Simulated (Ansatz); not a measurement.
# Localised basis functions on ZnS(100) slab, H on both faces (120 atoms)

Wanted: errors and times of a linear-scaling basis for ZnS(100) slab, H on both faces (120 atoms). A setting counts as converged where the r.m.s. difference of forces stays under 1 % of the r.m.s. force.

Main program and level: Ansatz 0.2.0; Kohn-Sham DFT, PBE, PAW (set soft_2), plane waves.

**1. Set-up**

The cell holds 120 atoms: 36 Zn, 36 S and 48 H. Its edges and angles: a = 11.474 Å, b = 15.299 Å, c = 20.430 Å, α = 90.0°, β = 90.0°, γ = 90.0°. It derives from ZnS (zinc-blende). Zinc-blende ZnS (a = 5.409 Å), (100) slab of 6 atomic planes, 3 x 4 surface cells, H on the broken bonds of both faces, 12 Å of vacuum; displaced by a Gaussian of 0.02 Å. Regions: slab, 72 atoms (36 Zn and 36 S); hydrogen, 48 atoms (48 H). Vacuum lies along c.

What the set-up can't give: Caps of real hydrogen don't mimic the fractional bonds of a polar compound, so surface states and strained caps may belong to the model. Beside vacuum, support functions can miss their usual error bounds without a warning. The Brillouin zone is sampled at Γ only, in a cell whose shortest periodic width is 11 Å.

**2. Plane-wave single point**

The first run fixes the reference, at a cutoff of 420 eV.

input.yaml reads:

```yaml
crystal:
  lattice:
    - [11.47422, 0.0, 0.0]
    - [0.0, 15.29896, 0.0]
    - [0.0, 0.0, 20.42979]
  atoms:
    - { symbol: Zn, position: [0.26612, 0.12541, 0.39749] }
    - { symbol: S, position: [0.26808, 0.24945, 0.33113] }
    - { symbol: Zn, position: [0.09841, 4.0e-05, 0.52933] }
    - { symbol: S, position: [0.10192, 0.12596, 0.46583] }
    - { symbol: Zn, position: [0.2647, 0.12289, 0.66107] }
    - { symbol: S, position: [0.26746, 0.24953, 0.59698] }
    - { symbol: Zn, position: [0.26678, 0.37523, 0.39786] }
    - { symbol: S, position: [0.26562, 0.49967, 0.33091] }
    - { symbol: Zn, position: [0.09932, 0.24921, 0.52887] }
    - { symbol: S, position: [0.09912, 0.37489, 0.4654] }
    - { symbol: Zn, position: [0.2674, 0.37597, 0.6626] }
    - { symbol: S, position: [0.26682, 0.50186, 0.59511] }
    - { symbol: Zn, position: [0.26742, 0.62397, 0.39527] }
    - { symbol: S, position: [0.26646, 0.75104, 0.33] }
    - { symbol: Zn, position: [0.10081, 0.49759, 0.53008] }
    - { symbol: S, position: [0.09795, 0.62613, 0.4628] }
    - { symbol: Zn, position: [0.26448, 0.62735, 0.6628] }
    - { symbol: S, position: [0.26581, 0.75113, 0.59628] }
    - { symbol: Zn, position: [0.26295, 0.87593, 0.39734] }
    - { symbol: S, position: [0.2667, 0.00095, 0.33322] }
    - { symbol: Zn, position: [0.09833, 0.74949, 0.5299] }
    - { symbol: S, position: [0.09978, 0.87365, 0.46377] }
    - { symbol: Zn, position: [0.26583, 0.87654, 0.66344] }
    - { symbol: S, position: [0.26565, 0.99782, 0.59606] }
    - { symbol: Zn, position: [0.60073, 0.12307, 0.39755] }
    - { symbol: S, position: [0.60051, 0.25041, 0.33054] }
    - { symbol: Zn, position: [0.43448, 0.00094, 0.53048] }
    - { symbol: S, position: [0.43461, 0.12357, 0.46371] }
    - { symbol: Zn, position: [0.59806, 0.12287, 0.66231] }
    - { symbol: S, position: [0.59752, 0.25081, 0.59523] }
    - { symbol: Zn, position: [0.59997, 0.37542, 0.39767] }
    - { symbol: S, position: [0.59902, 0.49775, 0.33174] }
    - { symbol: Zn, position: [0.4349, 0.25031, 0.53001] }
    - { symbol: S, position: [0.43045, 0.37772, 0.46421] }
    - { symbol: Zn, position: [0.60023, 0.37355, 0.6602] }
    - { symbol: S, position: [0.5999, 0.49895, 0.59624] }
    - { symbol: Zn, position: [0.59849, 0.62578, 0.399] }
    - { symbol: S, position: [0.59955, 0.74988, 0.33139] }
    - { symbol: Zn, position: [0.43386, 0.49981, 0.53084] }
    - { symbol: S, position: [0.43546, 0.62387, 0.46256] }
    - { symbol: Zn, position: [0.60146, 0.62353, 0.66426] }
    - { symbol: S, position: [0.60187, 0.74772, 0.59559] }
    - { symbol: Zn, position: [0.60057, 0.87472, 0.39735] }
    - { symbol: S, position: [0.59772, 0.99981, 0.33196] }
    - { symbol: Zn, position: [0.4345, 0.75015, 0.53028] }
    - { symbol: S, position: [0.435, 0.87369, 0.465] }
    - { symbol: Zn, position: [0.59995, 0.87467, 0.66315] }
    - { symbol: S, position: [0.60174, 0.99974, 0.59639] }
    - { symbol: Zn, position: [0.93303, 0.12525, 0.39812] }
    - { symbol: S, position: [0.93443, 0.2496, 0.3302] }
    - { symbol: Zn, position: [0.76635, 0.001, 0.53003] }
    - { symbol: S, position: [0.76497, 0.12589, 0.46345] }
    - { symbol: Zn, position: [0.93301, 0.12483, 0.66257] }
    - { symbol: S, position: [0.93418, 0.24828, 0.59559] }
    - { symbol: Zn, position: [0.93317, 0.37634, 0.39826] }
    - { symbol: S, position: [0.93422, 0.50189, 0.33064] }
    - { symbol: Zn, position: [0.76618, 0.2504, 0.53003] }
    - { symbol: S, position: [0.76446, 0.37352, 0.46336] }
    - { symbol: Zn, position: [0.93365, 0.37446, 0.66256] }
    - { symbol: S, position: [0.93593, 0.50179, 0.59535] }
    - { symbol: Zn, position: [0.93174, 0.6247, 0.39813] }
    - { symbol: S, position: [0.93149, 0.74937, 0.33434] }
    - { symbol: Zn, position: [0.76576, 0.50114, 0.53067] }
    - { symbol: S, position: [0.76804, 0.62592, 0.46183] }
    - { symbol: Zn, position: [0.93144, 0.6265, 0.66277] }
    - { symbol: S, position: [0.93281, 0.75025, 0.59626] }
    - { symbol: Zn, position: [0.93276, 0.87586, 0.39741] }
    - { symbol: S, position: [0.9341, 0.00128, 0.33245] }
    - { symbol: Zn, position: [0.76752, 0.74707, 0.53067] }
    - { symbol: S, position: [0.76821, 0.87494, 0.46298] }
    - { symbol: Zn, position: [0.93137, 0.8763, 0.66251] }
    - { symbol: S, position: [0.93523, 0.99914, 0.59583] }
    - { symbol: H, position: [0.17387, 0.25064, 0.29407] }
    - { symbol: H, position: [0.36054, 0.24951, 0.29303] }
    - { symbol: H, position: [0.37689, 0.12484, 0.70481] }
    - { symbol: H, position: [0.156, 0.12453, 0.70706] }
    - { symbol: H, position: [0.36313, 0.5015, 0.29294] }
    - { symbol: H, position: [0.16801, 0.49952, 0.29397] }
    [... 36 atom lines left out ...]
    - { symbol: H, position: [0.82311, 0.62417, 0.70591] }
    - { symbol: H, position: [0.04392, 0.62577, 0.70796] }
    - { symbol: H, position: [0.02721, 0.00029, 0.29565] }
    - { symbol: H, position: [0.83918, 0.00192, 0.29341] }
    - { symbol: H, position: [0.82157, 0.8751, 0.70602] }
    - { symbol: H, position: [0.04408, 0.87617, 0.70632] }
kpoints:
  mp_grid: { grid: [1, 1, 1] }
hamiltonian:
  xc: pbe
scf:
  occupations: { method: fermi_dirac, width: 0.025 }
output:
  forces: true
  populations: intrinsic
  dos:
    method: { smearing: { sigma: 0.15 } }
    de: 0.1
    projected:
      site_lists:
        H: [H]
        S: [S]
        Zn: [Zn]
        slab: [0, 1, 2, 3, 4, 5, 6, 7, 8, 9, 10, 11, 12, 13, 14, 15, 16, 17, 18, 19, 20, 21, 22, 23, 24, 25, 26, 27, 28, 29, 30, 31, 32, 33, 34, 35, 36, 37, 38, 39, 40, 41, 42, 43, 44, 45, 46, 47, 48, 49, 50, 51, 52, 53, 54, 55, 56, 57, 58, 59, 60, 61, 62, 63, 64, 65, 66, 67, 68, 69, 70, 71]
        hydrogen: [72, 73, 74, 75, 76, 77, 78, 79, 80, 81, 82, 83, 84, 85, 86, 87, 88, 89, 90, 91, 92, 93, 94, 95, 96, 97, 98, 99, 100, 101, 102, 103, 104, 105, 106, 107, 108, 109, 110, 111, 112, 113, 114, 115, 116, 117, 118, 119]
  eigenvalues: true
  write_density: true
  write_potential: true
  volumetric_format: npy
  elf: true
```

Run with:

```bash
> ansatz run input.yaml --threads 8 --pin off --max-ram 15872MiB --backend cpu --events-out ev --progress --plain --runs-dir out
```

Numbers of over 12 decimals in the logs are rounded to 6 here.

Output:

```text
Engine: ansatz 0.2.0, aarch64-unknown-linux-gnu
Pseudopotentials: kind: paw
Pseudopotential: Zn, paw, valence charge 12, recommended cutoff 420 eV (normal), Zn.paw.azcp
Pseudopotential: S, paw, valence charge 6, recommended cutoff 420 eV (normal), S.paw.azcp
Pseudopotential: H, paw, valence charge 1, recommended cutoff 420 eV (normal), H.paw.azcp
[... 5 lines on functional and potentials left out ...]
Crystal: 120 atoms, lattice volume = 3586.320 Å³
Basis set: ecut = 420 eV, 70077 PW (Γ), exchange–correlation on 160×216×288 points (8 copies of the dense FFT grid, shifted against one another)
Bands: 468, of which v1, the nominal top of the filled ones, is band 348 counted from 1 (347 counted from 0)
Symmetry: 1 space group operations
Space group: P1 (ITA 1), of the structure as read, at distance tolerance 1.5e-4 Å
k-points: 1
[... 7 lines on functional and potentials left out ...]
Initial density: superposition of atomic densities (neutral atoms: chi_scale 0, normalization atom), corrected by the library's trained network
Initial wavefunctions: pseudopotential atomic-orbital guess
Functional: x = pbe(κ = 0.804, μ = 0.219515), c = pbe(β = 0.066725)
SCF iter   1: F=—  HF=-152724.829922 eV  |F-HF|=—  |Δ(HF+E_count)|=         —  Δρ=7.58e-3  dr2=1.30e1  ethr=1.77e-3  ⟨swp⟩=8.0  Hψ=2274  notcnv=0  defer=38
preconditioner: auto → Resta (q_TF=auto, 2.076 Å⁻¹)  ε∞=3.4  [insulator: Δε(μ)=0.600 eV  Ē_g=10.663 eV  σ=0.025 eV  W_gap=1.00  n_scr=544 (ndim 8)  ℏωp=16.4 eV  f_vac=0.489  D(μ)=0.00/eV (n_scr^D=0)  ε∞_Penn≈3.4  vacuum switching on, ρ_ref=8.2e-3 e/Å³]
SCF iter   2: F=—  HF=-152722.285377 eV  |F-HF|=—  |Δ(HF+E_count)|=    2.54e0  Δρ=3.87e-3  dr2=1.08e0  ethr=1.77e-3  ⟨swp⟩=2.0  Hψ=569  notcnv=0  defer=109
SCF iter   3: F=—  HF=-152722.114719 eV  |F-HF|=—  |Δ(HF+E_count)|=   1.71e-1  Δρ=1.87e-3  dr2=2.38e-1  ethr=1.56e-4  ⟨swp⟩=3.0  Hψ=1117  notcnv=0  defer=103
SCF iter   4: F=—  HF=-152722.117707 eV  |F-HF|=—  |Δ(HF+E_count)|=   2.99e-3  Δρ=1.53e-3  dr2=1.41e-1  ethr=3.42e-5  ⟨swp⟩=3.0  Hψ=728  notcnv=0  defer=103
SCF iter   5: F=—  HF=-152722.092719 eV  |F-HF|=—  |Δ(HF+E_count)|=   2.50e-2  Δρ=3.04e-4  dr2=5.20e-3  ethr=2.02e-5  ⟨swp⟩=2.0  Hψ=691  notcnv=0  defer=103
SCF iter   6: F=—  HF=-152722.094743 eV  |F-HF|=—  |Δ(HF+E_count)|=   2.02e-3  Δρ=1.67e-4  dr2=1.86e-3  ethr=7.47e-7  ⟨swp⟩=2.0  Hψ=714  notcnv=0  defer=103
SCF iter   7: F=—  HF=-152722.094951 eV  |F-HF|=—  |Δ(HF+E_count)|=   2.07e-4  Δρ=7.38e-5  dr2=5.00e-4  ethr=2.67e-7  ⟨swp⟩=2.0  Hψ=677  notcnv=0  defer=103
SCF iter   8: F=—  HF=-152722.095000 eV  |F-HF|=—  |Δ(HF+E_count)|=   4.95e-5  Δρ=2.62e-5  dr2=4.30e-5  ethr=7.18e-8  ⟨swp⟩=2.0  Hψ=674  notcnv=0  defer=103
SCF iter   9: F=—  HF=-152722.096690 eV  |F-HF|=—  |Δ(HF+E_count)|=   1.69e-3  Δρ=8.72e-6  dr2=3.95e-6  ethr=6.17e-9  ⟨swp⟩=2.0  Hψ=780  notcnv=0  defer=103
SCF iter  10: F=—  HF=-152722.096693 eV  |F-HF|=—  |Δ(HF+E_count)|=   2.50e-6  Δρ=3.44e-6  dr2=6.99e-7  ethr=5.67e-10  ⟨swp⟩=2.0  Hψ=714  notcnv=0  defer=103
SCF iter  11: F=—  HF=-152722.096693 eV  |F-HF|=—  |Δ(HF+E_count)|=   5.22e-7  Δρ=1.98e-6  dr2=2.87e-7  ethr=1.00e-10  ⟨swp⟩=2.0  Hψ=714  notcnv=0  defer=103
SCF iter  12: F=-152722.096693 eV  HF=-152722.096693 eV  |F-HF|=2.36e-9  |Δ(HF+E_count)|=   6.37e-8  Δρ=9.35e-7  dr2=3.82e-8  ethr=1.44e-11  ⟨swp⟩=20.0  Hψ=5024  notcnv=0
SCF 1 converged in 12 iterations: F = -152722.096693 eV  dr2 = 3.82e-8
  greatest PAW one-centre occupation: 0.985 electrons in one spin orbital (limit 2), on the Zn atom at site 54 (counted from 0), in its partial waves of l = 2
WARN: The output density's exchange-correlation potential varies sharply where the density is thin. Do not read a vacuum level from v_tot or v_xc, or from such a field of the output density. On a cell that repeats whose density bears no net charge and no dipole along the vacuum's axis use v_es (v_loc + v_h of the components); [...]
SCF converged after 12 iterations
Free energy (F): -152722.096693 eV
Harris-Foulkes:  -152722.096693 eV  (|F-HF|=2.36e-9)
Internal energy: -152722.096571 eV  (E = F + TS)
E sigma→0 (E₀):  -152722.096632 eV
Entropy (-TS):   -0.000122 eV (-0.001 meV/atom)
Fermi energy:    1.033041 eV
--- Per-component energies (eV) ---
  E_band       = -4450.160006
  E_kinetic    = 9245.458747
  E_local      = -356933.937394  (includes V_loc(G=0)·N_el)
  E_nonlocal   = 23161.167638
  E_hartree    = 170030.230605
  E_xc         = -8874.907997
  E_vxc        = -5584.599508  (∫ρ·V_xc dr)
  E_paw        = -87384.079248  (= ΣΔE_a)
  E_vpaw       = -14398.659952  (= ΣTr[D̂ρ^β])
  E_aug_tail   = -0.069036  (compensation charges beyond the density's cutoff)
  E_ewald      = 98034.040115
  E_smearing   = -0.000122  (= −TS)
  E_closure    = -0.000000  (closes the sum)
  Σ components = -152722.096693   (vs F -152722.096693, Δ=0.00e0)
--- Forces (eV/Å), atoms counted from 1 ---
  atom   1  Zn     0.09537365     0.00994879     1.21948446
  atom   2  S     -0.23672334     0.08718366     2.26673502
  atom   3  Zn     0.16475524    -0.13679300     0.87441809
  atom   4  S     -0.17250320    -0.19326931    -1.39038097
  atom   5  Zn     0.13419940     0.04174798    -0.07291281
  atom   6  S     -0.11053231     0.05991817    -1.17908714
  atom   7  Zn    -0.13965958     0.04854522     1.02318417
  atom   8  S      0.01634567    -0.12930168     1.06020567
  atom   9  Zn     0.19488704     0.14481093     1.21605059
  atom  10  S      0.03130262    -0.09129891    -1.35851396
  atom  11  Zn    -0.09186719     0.03284708    -0.36508507
  atom  12  S      0.00653428    -0.05055502    -0.67862347
  atom  13  Zn    -0.07030744     0.18746912     1.24152924
  atom  14  S     -0.00850653     0.02877966     1.55919826
[...]
atom 119  H     -1.03835610    -0.00765544     0.54329840
  atom 120  H      0.81864511    -0.01500901     0.35533692
  max |Σ_I F_I| component: 8.87e-6 eV/Å
--- Band table (eV) ---
  k-point 0: bands = ["-16.8809", "-16.7995", "-16.7328", "-16.6082", [... 452 levels ...], "5.9749", "5.9762", "5.9857", "5.9936", "6.0020", "6.0095", "6.0216", "6.0578", "6.1009", "6.1105", "6.1313", "6.1344"]
--- intrinsic populations: 120 sites ---
  site symbol       q [e]
     0     Zn     10.7627
     1      S      6.3713
     2     Zn     10.7704
[...]
119      H      1.3607
  spilling = 0.000000 (of n_electrons = 696.000000)
```

The job ended after 39 s (8 threads of Arm Neoverse V2, shared host; peak memory 4.6 GiB; 4.9 min of CPU time).

The program notes that the exchange-correlation potential is rough where the density is thin.

The run gave:

| Quantity | Value |
| --- | --- |
| free energy | -152722.0967 eV |
| free energy per atom | -1272.6841 eV/atom |
| SCF cycles | 12 |
| r.m.s. force component | 0.9853 eV/Å |
| longest force | 3.892 eV/Å |
| Fermi energy | 1.033 eV |
| gap (highest filled to lowest empty level) | 0.486 eV |

The r.m.s. force component of 0.99 eV/Å sets the scale for the differences below.

**3. Support functions low**

The cell is solved in localised support functions.

This step: Kohn-Sham DFT, PBE, PAW (set soft_2), localised support functions (low) (Ansatz 0.2.0).

input.yaml, the sections that differ from step 2:

```yaml
scf:
  occupations: { method: fermi_dirac, width: 0.025 }
  eigensolver: { kind: { support_functions: { accuracy: low } } }
  mixing: { beta: 0.4 }
  max_iter: 150
output:
  forces: true
  eigenvalues: true
# crystal, kpoints, hamiltonian: as in step 2
```

Output:

```text
Warning: scf.eigensolver.kind.support_functions: disabling space-group detection — the functions' gradient is summed over unrotated k-points, so no spatial operation reduces the k-mesh or symmetrises the density; time reversal is kept, so that k and −k are solved as one point where they differ and the mesh holds both, and exact exchange and, on two spinor components, a DFT+U term hold to it where the run has them: [...]
settings of this run that can trade accuracy for cost: scf.eigensolver.kind.support_functions; scf.eigensolver.kind.support_functions.accuracy: low [...]
[...]
Crystal: 120 atoms, lattice volume = 3586.320 Å³
Basis set: ecut = 420 eV, 70077 PW (Γ), exchange–correlation on 160×216×288 points (8 copies of the dense FFT grid, shifted against one another)
Bands: 418, of which v1, the nominal top of the filled ones, is band 348 counted from 1 (347 counted from 0)
Symmetry: 1 space group operations
k-points: 1
[...]
SCF iter   1: F=—  HF=-152676.226153 eV  |F-HF|=—  |Δ(HF+E_count)|=         —  Δρ=5.08e-2  dr2=3.11e2  ethr=1.00e-1
[...]
SCF iter  17: F=-152722.317123 eV  HF=-152722.316789 eV  |F-HF|=3.33e-4  |Δ(HF+E_count)|=   1.82e-3  Δρ=1.12e-5  dr2=1.57e-5  ethr=1.06e-8
SCF 1 converged in 17 iterations: F = -152722.343587 eV  dr2 = 1.57e-5
[...]
SCF converged after 17 iterations
Stability not checked: this state was not tested for a lower state beside it, because the mixer in use, unlike msr1, does not test its closes by its own steps (another_mixer; see scf.mixing.algorithm and scf.lower_state_search)
Free energy (F): -152722.343587 eV
[...]
Internal energy: -152722.343465 eV  (E = F + TS)
E sigma→0 (E₀):  -152722.343526 eV
Entropy (-TS):   -0.000121 eV (-0.001 meV/atom)
Fermi energy:    1.031836 eV
[...]
--- Forces (eV/Å), atoms counted from 1 ---
  atom   1  Zn     0.09538131     0.00991339     1.21928381
  atom   2  S     -0.23616163     0.08724142     2.26113815
  atom   3  Zn     0.16479192    -0.13677128     0.87510797
  atom   4  S     -0.17240352    -0.19347995    -1.39043292
  atom   5  Zn     0.13378014     0.04162770    -0.07141272
  atom   6  S     -0.11044306     0.05995000    -1.17937555
  atom   7  Zn    -0.13949728     0.04859192     1.02297024
  atom   8  S      0.01744547    -0.12956079     1.05507770
  atom   9  Zn     0.19478236     0.14480921     1.21668995
  atom  10  S      0.03127005    -0.09151544    -1.35849745
  atom  11  Zn    -0.09177478     0.03274242    -0.36295739
  atom  12  S      0.00660042    -0.05064864    -0.67904228
  atom  13  Zn    -0.07024934     0.18755130     1.24154719
  atom  14  S     -0.00833399     0.02853794     1.55445384
[...]
atom 119  H     -1.03620690    -0.00759398     0.54199411
  atom 120  H      0.81820064    -0.01492705     0.35453614
  max |Σ_I F_I| component: 3.07e-3 eV/Å
--- Band table (eV) ---
[...]
```

Wall time 80 s (8 threads); peak memory 4.9 GiB.

The program notes that the band table was not solved further than the SCF left it and it switched symmetry off. Further notices: vacuum switching off with vacuum.

Keys that differ from the reference: support_functions.accuracy = "low", scf.max_iter = 150 and scf.mixing.beta = 0.4.

Forces differ from the reference by 1.4 meV/Å r.m.s., 0.14 % of their size, well within a tolerance of 1 %; the energy by -2.1 meV/atom. It took 80 s and 17 cycles; the reference's time can't be set against it, since the two runs asked for unlike analyses.

**4. Support functions medium**

With localised support functions most steps grow linearly with size, though the diagonalisation grows faster unless the density matrix is cut; this run measures error and cost at this size.

This step: Kohn-Sham DFT, PBE, PAW (set soft_2), localised support functions (medium) (Ansatz 0.2.0).

input.yaml, the sections that differ from step 3:

```yaml
scf:
  occupations: { method: fermi_dirac, width: 0.025 }
  eigensolver: { kind: { support_functions: { accuracy: medium } } }
  mixing: { beta: 0.4 }
  max_iter: 150
# crystal, kpoints, hamiltonian, output: as in step 3
```

Output:

```text
[...]
Crystal: 120 atoms, lattice volume = 3586.320 Å³
Basis set: ecut = 420 eV, 70077 PW (Γ), exchange–correlation on 160×216×288 points (8 copies of the dense FFT grid, shifted against one another)
Bands: 418, of which v1, the nominal top of the filled ones, is band 348 counted from 1 (347 counted from 0)
Symmetry: 1 space group operations
k-points: 1
[...]
SCF iter   1: F=—  HF=-152676.252996 eV  |F-HF|=—  |Δ(HF+E_count)|=         —  Δρ=5.07e-2  dr2=3.09e2  ethr=1.00e-1
[...]
SCF iter  18: F=—  HF=-152722.318735 eV  |F-HF|=—  |Δ(HF+E_count)|=   1.28e-3  Δρ=6.44e-6  dr2=5.46e-6  ethr=1.59e-9  κ⁻¹=2.3e-5(r=7)
SCF iter  19: F=-152722.318866 eV  HF=-152722.318823 eV  |F-HF|=4.33e-5  |Δ(HF+E_count)|=   8.81e-5  Δρ=4.83e-6  dr2=1.74e-6  ethr=7.85e-10
SCF 1 converged in 19 iterations: F = -152722.343634 eV  dr2 = 1.74e-6
[...]
SCF converged after 19 iterations
[...]
Free energy (F): -152722.343634 eV
[...]
Internal energy: -152722.343513 eV  (E = F + TS)
E sigma→0 (E₀):  -152722.343574 eV
Entropy (-TS):   -0.000121 eV (-0.001 meV/atom)
Fermi energy:    1.032092 eV
[...]
Σ components = -152722.343634   (vs F -152722.343634, Δ=0.00e0)
--- Forces (eV/Å), atoms counted from 1 ---
  atom   1  Zn     0.09543247     0.00991493     1.21937124
  atom   2  S     -0.23642449     0.08723215     2.26106141
  atom   3  Zn     0.16476338    -0.13682677     0.87498960
  atom   4  S     -0.17240553    -0.19341611    -1.39048644
[...]
atom 120  H      0.81799853    -0.01494132     0.35456740
  max |Σ_I F_I| component: 3.00e-3 eV/Å
--- Band table (eV) ---
[...]
```

The job ended after 89 s (8 threads; peak memory 5 GiB; 12 min of CPU time).

Keys that differ from the reference: support_functions.accuracy = "medium", scf.max_iter = 150 and scf.mixing.beta = 0.4.

Forces differ from the reference by 1.5 meV/Å r.m.s., 0.15 % of their size, well within a tolerance of 1 %; the energy by -2.1 meV/atom. It took 89 s and 19 cycles; the reference's time can't be set against it, since the two runs asked for unlike analyses.

(Continued in part 2 of 2.)

[Logs are printed without paths, hosts, clocks, repeated set-up lines and the standing remarks that a program may print on its own settings, such as how far it seeks lower states.]

[Hosts, paths, dates, database ids (printed as entryN), source tags and the programs' standing remarks are cut or masked in the printed files.]
